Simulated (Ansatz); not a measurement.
In doubt: masses and optical values from hybrid runs of this build are listed as unsure, which bears on the screening that GW takes from such a start; one-shot GW on d or f shells is unsure, so the values of those runs are not to be relied on.

Two G0W0 runs on FeAs2 (Lollingite).

```cif
data_structure
_symmetry_space_group_name_H-M 'P 1'
_symmetry_Int_Tables_number 1
_cell_length_a 5.3012
_cell_length_b 5.9858
_cell_length_c 2.8822
_cell_angle_alpha 90.000
_cell_angle_beta 90.000
_cell_angle_gamma 90.000
_cell_volume 91.46
loop_
_atom_site_label
_atom_site_type_symbol
_atom_site_fract_x
_atom_site_fract_y
_atom_site_fract_z
_atom_site_occupancy
Fe1 Fe 0.00000 0.00000 0.00000 1
Fe2 Fe 0.50000 0.50000 0.50000 1
As3 As 0.17630 0.36240 0.00000 1
As4 As 0.82370 0.63760 0.00000 1
As5 As 0.67630 0.13760 0.50000 1
As6 As 0.32370 0.86240 0.50000 1
```

The cell and positions come from the Crystallography Open Database and are kept as given unless a step says otherwise.

The first (Ansatz 0.2.0; start HSE06, 4×4×6 mesh, 543 empty bands, screening to 190 eV, hard PAW files; 1 × NVIDIA H100 80GB HBM3 (shared by 3 runs) with 4 threads of AMD EPYC 7R13 (Zen 3), shared host) gave, on its mesh: starting gap 1.52 eV, G0W0 gap 0.91 eV, RPA ε∞ (mean) 14.65, 5.6 min.

The second gave: starting gap 2.22 eV, G0W0 gap 1.09 eV, RPA ε∞ (mean) 12.49, 6.3 min.

What was changed in the input? Choose among start, files, mesh, bands and cutoff, frequency model or another key.

Changed: start from HSE06 to PBE0. A jump of this size in the start, with ε∞ moving the other way, marks another functional. Other changes could give like numbers; this is the one that was made.

Limits: not at the basis limit; no spin polarisation; d states lean on the start; no spin-orbit coupling.

[Paths, hosts, dates, memory and timing lines, banners, echoed tables and standing remarks are left out of the program output.]

[Logs are printed without paths, hosts, clocks, repeated set-up lines and the standing remarks that a program may print on its own settings, such as how far it seeks lower states.]

[Runs of the session that timed out or met a known fault of the program may be left out.]

[Cells called generated may have been cut or substituted from an entry of the Crystallography Open Database or the Materials Project.]

[Hosts, paths, dates, database ids (printed as entryN), source tags and the programs' standing remarks are cut or masked in the printed files.]
